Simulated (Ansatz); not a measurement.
# Direct or indirect: CdS (F-43m)

```xyz
2
Lattice="0.0000 2.9165 2.9165 2.9165 0.0000 2.9165 2.9165 2.9165 0.0000" Properties=species:S:1:pos:R:3 pbc="T T T"
Cd    0.0000    0.0000    0.0000
S     4.3748    4.3748    4.3748
```

Method: Ansatz, PBE, independent particles, without spin-orbit coupling, line width 0.15 eV (Gaussian). The band structure gives a fundamental gap of 1.15 eV. The spectrum of vertical transitions near the edge:

| E (eV) | Im ε, E ∥ xyz |
| --- | --- |
| 0.66 | 0.00 |
| 0.78 | 0.00 |
| 0.90 | 0.00 |
| 1.02 | 0.07 |
| 1.14 | 0.32 |
| 1.26 | 0.72 |
| 1.38 | 1.03 |
| 1.50 | 1.22 |
| 1.62 | 1.34 |
| 1.74 | 1.43 |
| 1.86 | 1.50 |
| 1.98 | 1.56 |
| 2.10 | 1.62 |
| 2.22 | 1.68 |
| 2.34 | 1.74 |
| 2.46 | 1.81 |

Q: Is the gap direct or indirect, and about where do vertical transitions set in?

A: Direct: the band path has its least direct gap at the fundamental one, 1.15 eV, and the curves rise from there. Lines are broadened by 0.15 eV, which spreads the edge.

[Logs are printed without paths, hosts, clocks, repeated set-up lines and the standing remarks that a program may print on its own settings, such as how far it seeks lower states.]
